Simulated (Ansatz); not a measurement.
**PtC (model cell, started as rocksalt type): a soft mode frozen in**

Wanted: the energy along a soft mode of PtC (model cell, started as rocksalt type) and the structure at the end.

Main program and level: Ansatz 0.2.0; DFT PBEsol, scalar-relativistic, plane waves, PAW.

The structure was built from a prototype and need not be the compound's stable phase.

## (1) The structure

It takes space group Fm-3m (No. 225, cubic). The conventional cell has a = 4.417 Å, b = 4.417 Å, c = 4.417 Å, α = 90.00°, β = 90.00°, γ = 90.00°. Nearest to Pt lie 6 C at 2.21 Å. Nearest to C lie 6 Pt at 2.21 Å. Farther neighbours are not listed.

## (2) Response at finite wavevector

The cell comes from relaxations at this level that are not shown. Stability and thermal properties need the whole zone. Linear response on a 4×4×4 q mesh gives force constants as far as a supercell of that size would.

Input file input.yaml:

```yaml
crystal:
  lattice:
    - [0.0, 2.2083183167, 2.2083183167]
    - [2.2083183167, 0.0, 2.2083183167]
    - [2.2083183167, 2.2083183167, 0.0]
  atoms:
    - { symbol: Pt, position: [0.0, 0.0, 0.0] }
    - { symbol: C, position: [0.5, 0.5, 0.5] }
kpoints:
  mp_grid: { grid: [16, 16, 16] }
hamiltonian:
  xc: pbesol
scf:
  occupations: { method: methfessel_paxton, width: 0.2 }
output:
  eigenvalues: true
phonons:
  method: dfpt
  qmesh: [4, 4, 4]
  temperatures: { t_max: 1000, t_step: 50 }
  qpath:
    path:
      - [[0.0, 0.0, 0.0], [0.5, 0.0, 0.5], [0.625, 0.25, 0.625]]
      - [[0.375, 0.375, 0.75], [0.0, 0.0, 0.0], [0.5, 0.5, 0.5], [0.5, 0.25, 0.75], [0.5, 0.0, 0.5]]
    npoints: 10
```

The run is started by

```console
ansatz run input.yaml --threads 4 --pin off --max-ram 7168MiB --backend cpu --events-out ev --progress --plain --runs-dir out
```

Numbers of over 12 decimals in the logs are rounded to 6 here.

Output:

```text
Engine: ansatz 0.2.0, aarch64-unknown-linux-gnu
Pseudopotentials: kind: paw
Pseudopotential: Pt, paw, valence charge 18, recommended cutoff 420 eV (normal), Pt.paw.azcp
Pseudopotential: C, paw, valence charge 4, recommended cutoff 420 eV (normal), C.paw.azcp
Functional definition: PBEsol
  exchange = pbesol_x
  correlation = pbesol_c
Crystal: 2 atoms, lattice volume = 21.538 Å³
Basis set: ecut = 420 eV, 411 PW (Γ), exchange–correlation on 48×48×48 points (8 copies of the dense FFT grid, shifted against one another)
Bands: 15, of which v1, the nominal top of the filled ones, is band 11 counted from 1 (10 counted from 0)
Symmetry: 48 space group operations
k-points: 145 of 4096
Non-local potential: Pt, projectors of the file, l = 0: 3, l = 1: 2, l = 2: 2, l = 3: 1
Non-local potential: C, projectors of the file, l = 0: 2, l = 1: 2, l = 2: 1
PAW form: soft (Blöchl's): semilocal exchange-correlation on the pseudo side does not see the compensation charge
PAW frozen core: Pt, regenerated for the run's functional, and the local potential with it (the file was generated under x = pbe(κ = 0.804, μ = 0.219515), c = pbe(β = 0.066725))
PAW frozen core: C, regenerated for the run's functional, and the local potential with it (the file was generated under x = pbe(κ = 0.804, μ = 0.219515), c = pbe(β = 0.066725))
PAW one-centre angular grid: Pt, 590 points (default); XC on 64 Gauss nodes
PAW one-centre angular grid: C, 110 points (default); XC on 64 Gauss nodes
Initial density: superposition of atomic densities (neutral atoms: chi_scale 0, normalization atom), corrected by the library's trained network
Initial wavefunctions: pseudopotential atomic-orbital guess
Functional: x = pbesol(κ = 0.804, μ = 0.123457), c = pbesol(β = 0.046)
SCF iter   1: F=—  HF=-12627.701187 eV  |F-HF|=—  |Δ(HF+E_count)|=         —  Δρ=6.15e-3  dr2=5.46e-3  ethr=1.77e-3  ⟨swp⟩=4.1  Hψ=9697  notcnv=0
preconditioner: auto → none  [metal: Δε(μ)=0.054 eV  Ē_g=11.429 eV  σ=0.200 eV  W_gap=0.23  n_scr=8 (ndim 8)  ℏωp=29.9 eV  f_vac=0.000  D(μ)=0.79/eV (n_scr^D=8)  sad-step TF]
SCF iter   2: F=—  HF=-12627.700996 eV  |F-HF|=—  |Δ(HF+E_count)|=   1.91e-4  S|Δr|=    0.00e0  Δρ=3.58e-3  dr2=2.09e-3  ethr=2.48e-5  ⟨swp⟩=2.3  Hψ=4111  notcnv=0
SCF iter   3: F=—  HF=-12627.700333 eV  |F-HF|=—  |Δ(HF+E_count)|=   6.63e-4  S|Δr|=    0.00e0  Δρ=4.14e-4  dr2=2.58e-5  ethr=9.51e-6  ⟨swp⟩=2.0  Hψ=3103  notcnv=0
SCF iter   4: F=—  HF=-12627.700324 eV  |F-HF|=—  |Δ(HF+E_count)|=   9.06e-6  S|Δr|=    0.00e0  Δρ=7.75e-5  dr2=6.42e-7  ethr=1.17e-7  ⟨swp⟩=2.1  Hψ=3147  notcnv=0
SCF iter   5: F=—  HF=-12627.700322 eV  |F-HF|=—  |Δ(HF+E_count)|=   2.36e-6  S|Δr|=    0.00e0  Δρ=9.34e-6  dr2=1.13e-8  ethr=2.92e-9  ⟨swp⟩=2.2  Hψ=3743  notcnv=0
SCF iter   6: F=—  HF=-12627.700322 eV  |F-HF|=—  |Δ(HF+E_count)|=   2.90e-9  S|Δr|=    0.00e0  Δρ=1.06e-6  dr2=1.04e-10  ethr=5.15e-11  ⟨swp⟩=2.8  Hψ=3746  notcnv=0
SCF iter   7: F=-12627.700322 eV  HF=-12627.700322 eV  |F-HF|=1.82e-12  |Δ(HF+E_count)|=  1.27e-11  S|Δr|=    0.00e0  Δρ=6.93e-8  dr2=5.06e-13  ethr=1.00e-12  ⟨swp⟩=5.4  Hψ=8774  notcnv=0
SCF 1 converged in 7 iterations: F = -12627.700322 eV  dr2 = 5.06e-13
  greatest PAW one-centre occupation: 1.000 electrons in one spin orbital (limit 2), on the Pt atom at site 0 (counted from 0), in its partial waves of l = 0
Initial density: read from a saved state, or passed on in memory by an earlier SCF of this step, an earlier step, the calling program or the single point that the run made first
iter 1 solved again at ethr=1.78e-8 eV; its pass at ethr=3.10e-3 eV (dr2=3.91e-6 eV) is discarded
SCF iter   1: F=—  HF=-12627.700324 eV  |F-HF|=—  |Δ(HF+E_count)|=         —  Δρ=2.84e-7  dr2=8.86e-12  ethr=1.78e-8  ⟨swp⟩=3.1  Hψ=16100  notcnv=0
eigensolver tolerance schedule: the retry pair's looser diagonalisation over-reported the residual by 440943.76 of it (diagonalisation noise at an unbounded share of the residual, at the tolerance the schedule requests for it); recorded, not acted on — ethr = c·dr2/N_el stays at c = 1.0e-1
preconditioner: auto → none  [metal: Δε(μ)=0.054 eV  Ē_g=11.425 eV  σ=0.200 eV  W_gap=0.22  n_scr=8 (ndim 8)  ℏωp=29.9 eV  f_vac=0.000  D(μ)=0.80/eV (n_scr^D=8)]
SCF iter   2: F=—  HF=-12627.700322 eV  |F-HF|=—  |Δ(HF+E_count)|=   2.66e-6  S|Δr|=    0.00e0  Δρ=1.51e-7  dr2=1.88e-12  ethr=1.00e-12  ⟨swp⟩=6.3  Hψ=9406  notcnv=0
SCF iter   3: F=-12627.700322 eV  HF=-12627.700322 eV  |F-HF|=0.00e0  |Δ(HF+E_count)|=  1.82e-12  S|Δr|=    0.00e0  Δρ=8.99e-8  dr2=6.39e-13  ethr=1.00e-12  ⟨swp⟩=1.0  Hψ=4934  notcnv=0
SCF 2 converged in 3 iterations: F = -12627.700322 eV  dr2 = 6.39e-13
phonons: the bands overlap, so this run is a metal and interpolates without the dipole-dipole term. If the crystal is really an insulator or semiconductor, its LO-TO splitting is missing
NSCF: frozen V_eff on 145 k-points
NSCF: frozen V_eff on 349 k-points
DFPT response loops at q = (0, 0, 0) (fractional): preconditioner auto → Kerker (q_TF=auto, 2.738 Å⁻¹) (partly filled bands, converged f_vac=0.000); β = 1.00, the filter's whole step (`scf.mixing.beta` (0.50) is not read by the response loops under this deck's `scf.mixing.preconditioner`; to damp them name `kerker` or `kerker_dos`, under which they read `scf.mixing.beta`, and type it under 1.00, their step now; both keys bind the ground state too); Broyden in place of MSR1
NSCF: frozen V_eff on 4352 k-points
DFPT response loops at q = (0, 0, 0.25) (fractional): mixed as the last ones told, above
NSCF: frozen V_eff on 2196 k-points
DFPT response loops at q = (0, 0, -0.5) (fractional): mixed as the last ones told, above
NSCF: frozen V_eff on 2320 k-points
DFPT response loops at q = (0, 0.25, 0.25) (fractional): mixed as the last ones told, above
NSCF: frozen V_eff on 8192 k-points
DFPT response loops at q = (0, 0.25, -0.5) (fractional): mixed as the last ones told, above
NSCF: frozen V_eff on 4352 k-points
DFPT response loops at q = (0, 0.25, -0.25) (fractional): mixed as the last ones told, above
NSCF: frozen V_eff on 1242 k-points
DFPT response loops at q = (0, -0.5, -0.5) (fractional): mixed as the last ones told, above
NSCF: frozen V_eff on 2320 k-points
DFPT response loops at q = (0.25, -0.5, -0.25) (fractional): mixed as the last ones told, above
SCF converged after 7 iterations
Stability not checked: this state was not tested for a lower state beside it, because cold or Methfessel-Paxton smearing, or corrected tetrahedra, fill the levels in a way that the test cannot read (fill_not_monotonic; see scf.lower_state_search)
Free energy (F): -12627.700322 eV
Harris-Foulkes:  -12627.700322 eV  (|F-HF|=1.82e-12)
Internal energy: -12627.702659 eV  (E = F + TS)
E sigma→0 (E₀):  -12627.700906 eV
Entropy (-TS):   0.002337 eV (1.168 meV/atom)
Fermi energy:    20.211744 eV
--- Per-component energies (eV) ---
  E_band       = -149.520597
  E_kinetic    = 723.682146
  E_local      = -1687.117282  (includes V_loc(G=0)·N_el)
  E_nonlocal   = 229.738965
  E_hartree    = 621.087471
  E_xc         = -307.337820
  E_vxc        = -360.857173  (∫ρ·V_xc dr)
  E_paw        = -9411.077919  (= ΣΔE_a)
  E_vpaw       = -297.142422  (= ΣTr[D̂ρ^β])
  E_aug_tail   = 0.000252  (compensation charges beyond the density's cutoff)
  E_ewald      = -2796.986553
  E_core_change = 0.308082  (= ΣΔE_core)
  E_smearing   = 0.002337  (= −TS)
  E_closure    = -0.000000  (closes the sum)
  Σ components = -12627.700322   (vs F -12627.700322, Δ=0.00e0)
--- Band table (eV; the first three rows and the last of 145) ---
  k-point 0: bands = [... 7 lower, 15.7870, 16.5033, 16.5033, 19.9577, 19.9577, 19.9577, 26.5215, 32.2341]
  k-point 1: bands = [... 7 lower, 15.7935, 16.3125, 16.3125, 19.8397, 20.2874, 20.2874, 26.7458, 32.3428]
  k-point 2: bands = [... 7 lower, 15.5280, 16.2103, 16.2103, 19.5747, 21.0797, 21.0797, 27.3157, 32.5414]
  k-point 144: bands = [... 7 lower, 13.9877, 18.5327, 19.0499, 19.0499, 20.3722, 21.0129, 29.5238, 32.2750]
--- Phonons (Γ-DFPT): 2 representative perturbations + reference (Σ response iterations 7) ---
  ASR residual: 2.867e-5 → 0.000e0 eV/Å²; symmetrization residual: 1.847e-6 eV/Å²
  ASR residual per site (eV/Å²): 1.57e-5 2.87e-5
  Γ frequencies (cm⁻¹): -543.74 -543.74 -543.74 0.00 0.00 0.00
--- Phonons (arbitrary-q DFPT): 8 irreducible q on the 4×4×4 mesh ---
  q = [0.0000, 0.0000, 0.0000] (star 1, of the zone-centre solve; hermiticity 3.00e-7, symmetrization 2.50e-12): -543.74 -543.74 -543.74 -0.00 0.00 0.00
  q = [0.0000, 0.0000, 0.2500] (star 8, 2 solved perturbations on 2176 of 4096 k-point pairs; hermiticity 1.49e-6, symmetrization 1.00e-12): -141.87 39.61 39.61 186.18 264.44 264.44
  q = [0.0000, 0.0000, -0.5000] (star 4, 2 solved perturbations on 1098 of 4096 k-point pairs; hermiticity 2.60e-14, symmetrization 6.94e-13): 100.09 100.09 122.78 430.15 430.15 473.07
  q = [0.0000, 0.2500, 0.2500] (star 6, 4 solved perturbations in 3616 linear systems a pass and spin channel, the states on 1160 of 4096 k-point pairs; hermiticity 2.83e-7, symmetrization 1.29e-13): -511.96 -511.96 31.24 31.24 94.09 407.58
  q = [0.0000, 0.2500, -0.5000] (star 24, 4 solved perturbations in 12544 linear systems a pass and spin channel, the states on 4096 of 4096 k-point pairs; hermiticity 4.67e-7, symmetrization 7.91e-14): 56.08 77.06 87.04 240.78 323.60 331.27
  q = [0.0000, 0.2500, -0.2500] (star 12, 4 solved perturbations in 6672 linear systems a pass and spin channel, the states on 2176 of 4096 k-point pairs; hermiticity 4.13e-7, symmetrization 2.15e-13): -413.91 65.99 84.56 93.55 408.77 440.79
  q = [0.0000, -0.5000, -0.5000] (star 3, 4 solved perturbations in 1940 linear systems a pass and spin channel, the states on 621 of 4096 k-point pairs; hermiticity 4.31e-7, symmetrization 2.36e-13): -478.69 -478.69 -409.76 -52.62 -52.62 194.56
  q = [0.2500, -0.5000, -0.2500] (star 6, 4 solved perturbations in 3498 linear systems a pass and spin channel, the states on 1160 of 4096 k-point pairs; hermiticity 7.03e-7, symmetrization 1.43e-13): -427.03 -427.03 42.87 79.27 79.27 416.72
  sum rule: each row above includes the acoustic sum rule's correction from the zone centre's row sums; it moved no ω² by more than (0.81 cm⁻¹)²
  mesh force constants: q→R imaginary residual 1.13e-17; ASR residual 2.867e-5 → 0.000e0 eV/Å²; symmetrization residual 5.329e-15 eV/Å²
  interpolated dispersion: 62 rows × 6 modes
  density of states and harmonic sums: on the 24×24×24 q-mesh, interpolated from the force constants of a 4×4×4 supercell (no non-analytic term)
  largest difference from the sums on the solved wave vectors: F 8.39e-2 eV, S 1.34e-4 and C_V 5.01e-5 eV/K
  zero-point energy: 0.053147 eV/cell   skipped modes (ω ≤ 0): 708, of them read as no rigid motion or as one in doubt: 705 (1.598e0 modes/cell left out, lowest -543.74 cm⁻¹)   left out of the sums: 2.66e-1 of the cell's modes: C_V's classical limit lies that fraction below 3 k_B per atom; for a crystal, a wire or a layer, F and S can be off by more, and a phonons.interpolated_qmesh denser along its periods is the remedy for the sampling
```

Run time: 4.1 min. Hardware: 4 threads of Arm Neoverse V2, shared host; peak memory 3.2 GiB.

Numbers from this step:

| Item | Value |
| --- | --- |
| volume per atom | 10.77 Å³ |
| gap on the k-mesh | 0 eV |
| sum-rule residual before enforcement | 2.87e-5 eV/Å² |
| lowest frequency on the path | -543.7 cm⁻¹ |
| point group | m-3m |
| highest frequency on the path or at a solved wavevector | 497.6 cm⁻¹ |
| highest optical mode at the zone centre (no LO-TO term) | -543.7 cm⁻¹ |
| lowest optical zone-centre mode | -543.7 cm⁻¹ |
| lowest mode on the q mesh (acoustic modes at Γ apart) | -543.7 cm⁻¹ |

Frequencies (cm⁻¹) solved at each irreducible wavevector; negative means imaginary. Frequencies by wavevector, by row:

| q in reciprocal lattice units | star | mode 1 | mode 2 | mode 3 | mode 4 | mode 5 | mode 6 |
| --- | --- | --- | --- | --- | --- | --- | --- |
| 0 0 0 | 1 | -543.7 | -543.7 | -543.7 | 0 | 0 | 0 |
| 0 0 0.25 | 8 | -141.9 | 39.6 | 39.6 | 186.2 | 264.4 | 264.4 |
| 0 0 -0.5 | 4 | 100.1 | 100.1 | 122.8 | 430.1 | 430.1 | 473.1 |
| 0 0.25 0.25 | 6 | -512 | -512 | 31.2 | 31.2 | 94.1 | 407.6 |
| 0 0.25 -0.5 | 24 | 56.1 | 77.1 | 87 | 240.8 | 323.6 | 331.3 |
| 0 0.25 -0.25 | 12 | -413.9 | 66 | 84.6 | 93.5 | 408.8 | 440.8 |
| 0 -0.5 -0.5 | 3 | -478.7 | -478.7 | -409.8 | -52.6 | -52.6 | 194.6 |
| 0.25 -0.5 -0.25 | 6 | -427 | -427 | 42.9 | 79.3 | 79.3 | 416.7 |

Interpolated from a 4×4×4 q mesh. The phonon branches at the labelled points (cm⁻¹):

```csv
point,branch 1,branch 2,branch 3,branch 4,branch 5,branch 6
Γ,-544,-544,-544,0,0,0
halfway,-512,-512,31,31,94,408
X,-479,-479,-410,-53,-53,195
halfway,-383,-374,-350,-8,14,176
U,-325,-90,-77,121,193,287
jump to K,-325,-90,-77,121,193,287
halfway,-424,65,68,85,365,368
Γ,-544,-544,-544,0,0,0
halfway,-142,40,40,186,264,264
L,100,100,123,430,430,473
halfway,70,83,101,268,280,498
W,-427,-427,43,79,79,417
halfway,-422,-376,-118,34,130,153
X,-479,-479,-410,-53,-53,195
```

The phonon branches as a text plot (rows in cm⁻¹):

```
    476 |                                       *********
    433 |                   ****              *******    **
    389 |      **          *   **             *     *      *
    346 |    **  *         *    *            *       *      *
    302 |                 *      *           *
    259 |         **             *          *         *      *
    216 |           **   *
    172 |   *         *** *                 *          *      ***
    129 |                **       **       *  ********  *   **
     85 |  * ****       *  **********    *** ***************
     42 | ********      *  **  * *  **  *** *            ******
     -1 |*             *              **                      *
    -45 |         *****    *     *                          ** **
    -88 |   *             *                            *
   -132 |        *       *                  *
   -175 |                         **       *
   -218 |               *
   -262 |         **              **                    *     *
   -305 |               * *                *
   -348 |  *        *  *** *              *
   -392 |            ***    ***     *     *              *  *****
   -435 |         **           ***  *                     ******
   -479 | *     **  ***           ***    *                     **
   -522 |*******                     ****
         Γ           X  U|K            Γ         L        W     X
```

Symmetry leaves 8 wavevectors to solve. The lowest mode among them, the acoustic zeros apart, lies at Γ and is imaginary, 543.7i cm⁻¹, so the energy falls along it.

## (3) The mode frozen in, largest atomic shift 0 Å

The mode followed lies at Γ with frequency 543.7i cm⁻¹ and is 3-fold degenerate, the softest among the wavevectors solved. At small amplitude the distorted cell has space group no. 44 by a symmetry search on the positions. The undistorted cell that holds it gives the zero of energy on the same k mesh.

input.yaml, the sections that differ from step 2:

```yaml
output:
  forces: true
  stress: true
  eigenvalues: true
# crystal, kpoints, hamiltonian, scf: as in step 2
# phonons: removed
```

Output:

```text
[...]
Crystal: 2 atoms, lattice volume = 21.538 Å³
Basis set: ecut = 420 eV, 411 PW (Γ), exchange–correlation on 48×48×48 points (8 copies of the dense FFT grid, shifted against one another)
Bands: 15, of which v1, the nominal top of the filled ones, is band 11 counted from 1 (10 counted from 0)
Symmetry: 48 space group operations
[...]
k-points: 145 of 4096
[...]
--- Band table (eV; the first three rows and the last of 145) ---
  k-point 0: bands = [... 7 lower, 15.7870, 16.5033, 16.5033, 19.9577, 19.9577, 19.9577, 26.5215, 32.2341]
  k-point 1: bands = [... 7 lower, 15.7934, 16.3125, 16.3125, 19.8397, 20.2874, 20.2874, 26.7458, 32.3428]
  k-point 2: bands = [... 7 lower, 15.5280, 16.2103, 16.2103, 19.5747, 21.0797, 21.0797, 27.3157, 32.5414]
  k-point 144: bands = [... 7 lower, 13.9876, 18.5326, 19.0499, 19.0499, 20.3721, 21.0128, 29.5238, 32.2750]
[key lines of the parts left out:]
SCF converged after 5 iterations
Free energy (F): -12627.700322 eV
Fermi energy:    20.211728 eV
P = ⅓ Tr σ = 0.0043 GPa (0.043 kbar)
```

Run time: 0.67 s. Hardware: 4 threads; peak memory 0.32 GiB.

This step gave:

```yaml
pressure: 0.004271 GPa
energy_from_the_undistorted_cell: 0 meV/atom
```

The run ends at a pressure of 0.00 GPa.

## (4) The mode frozen in, largest atomic shift 0.22 Å

The atoms are moved along the unstable eigenvector, the largest shift by 0.22 Å, with the cell fixed.

input.yaml, the sections that differ from step 3:

```yaml
crystal:
  lattice:
    - [0.0, 2.2083183167, 2.2083183167]
    - [2.2083183167, 0.0, 2.2083183167]
    - [2.2083183167, 2.2083183167, 0.0]
  atoms:
    - { symbol: Pt, position: [0.0043371408, 0.0, 0.0] }
    - { symbol: C, position: [0.4295556756, 0.5, 0.5] }
# kpoints, hamiltonian, scf, output: as in step 3
```

Output:

```text
[...]
Crystal: 2 atoms, lattice volume = 21.538 Å³
Basis set: ecut = 420 eV, 411 PW (Γ), exchange–correlation on 48×48×48 points (8 copies of the dense FFT grid, shifted against one another)
Bands: 15, of which v1, the nominal top of the filled ones, is band 11 counted from 1 (10 counted from 0)
Symmetry: 4 space group operations
[...]
k-points: 621 of 4096 (time reversal used)
[...]
--- Band table (eV; the first three rows and the last of 621) ---
  k-point 0: bands = [... 7 lower, 15.6824, 15.6881, 16.3866, 20.5985, 20.9453, 20.9679, 26.3916, 32.0195]
  k-point 1: bands = [... 7 lower, 15.6386, 15.7608, 16.2732, 20.3035, 20.9987, 21.4989, 26.6104, 32.1450]
  k-point 2: bands = [... 7 lower, 15.6437, 15.8243, 16.1544, 19.7956, 21.6384, 22.1698, 27.1554, 32.4187]
  k-point 620: bands = [... 7 lower, 14.4270, 18.2306, 18.4324, 18.8550, 20.9389, 20.9500, 29.2704, 32.4524]
[key lines of the parts left out:]
SCF converged after 6 iterations
Free energy (F): -12627.887005 eV
Fermi energy:    20.397269 eV
P = ⅓ Tr σ = 4.4563 GPa (44.563 kbar)
```

It took 3.2 s on 4 threads; peak memory 0.5 GiB; 12 s of CPU time.

This step gave:

| Property | Result |
| --- | --- |
| pressure | 4.456 GPa |
| energy from the undistorted cell | -93.12 meV/atom |

The energy, extrapolated to zero smearing, is -93.12 meV/atom against the undistorted cell.

The run ends at a pressure of 4.46 GPa, with forces up to 0.52 eV/Å.

## (5) Energy along the mode, all amplitudes (two of the runs are shown above)

An imaginary frequency means negative curvature, so the energy should fall and then rise again as anharmonic terms take over.

Numbers from this step:

* depth at the lowest point sampled: 93.12 meV/atom
* largest atomic shift at that point: 0.22 Å

Table of energy from the parent by largest atomic shift:

```
largest atomic shift (Å)  energy from the parent (meV/atom)
                   0.000                                  0
                   0.040                              -5.42
                   0.080                              -21.2
                   0.140                              -56.0
                   0.220                              -93.1
                   0.320                              -84.5
                   0.450                               60.9
```

Displacement at unit largest shift by atom:

```csv
atom,x (Å),y (Å),z (Å),size
Pt1,0.000,0.044,0.044,0.062
C2,0.000,-0.707,-0.707,1.000
```

The lowest of the steps tried is at 0.22 Å, 93.1 meV/atom below the parent; the bottom of the well need not coincide with a step.

(Part 1 of 3 ends here.)

[Logs are printed without paths, hosts, clocks, repeated set-up lines and the standing remarks that a program may print on its own settings, such as how far it seeks lower states.]

[Hosts, paths, dates, database ids (printed as entryN), source tags and the programs' standing remarks are cut or masked in the printed files.]
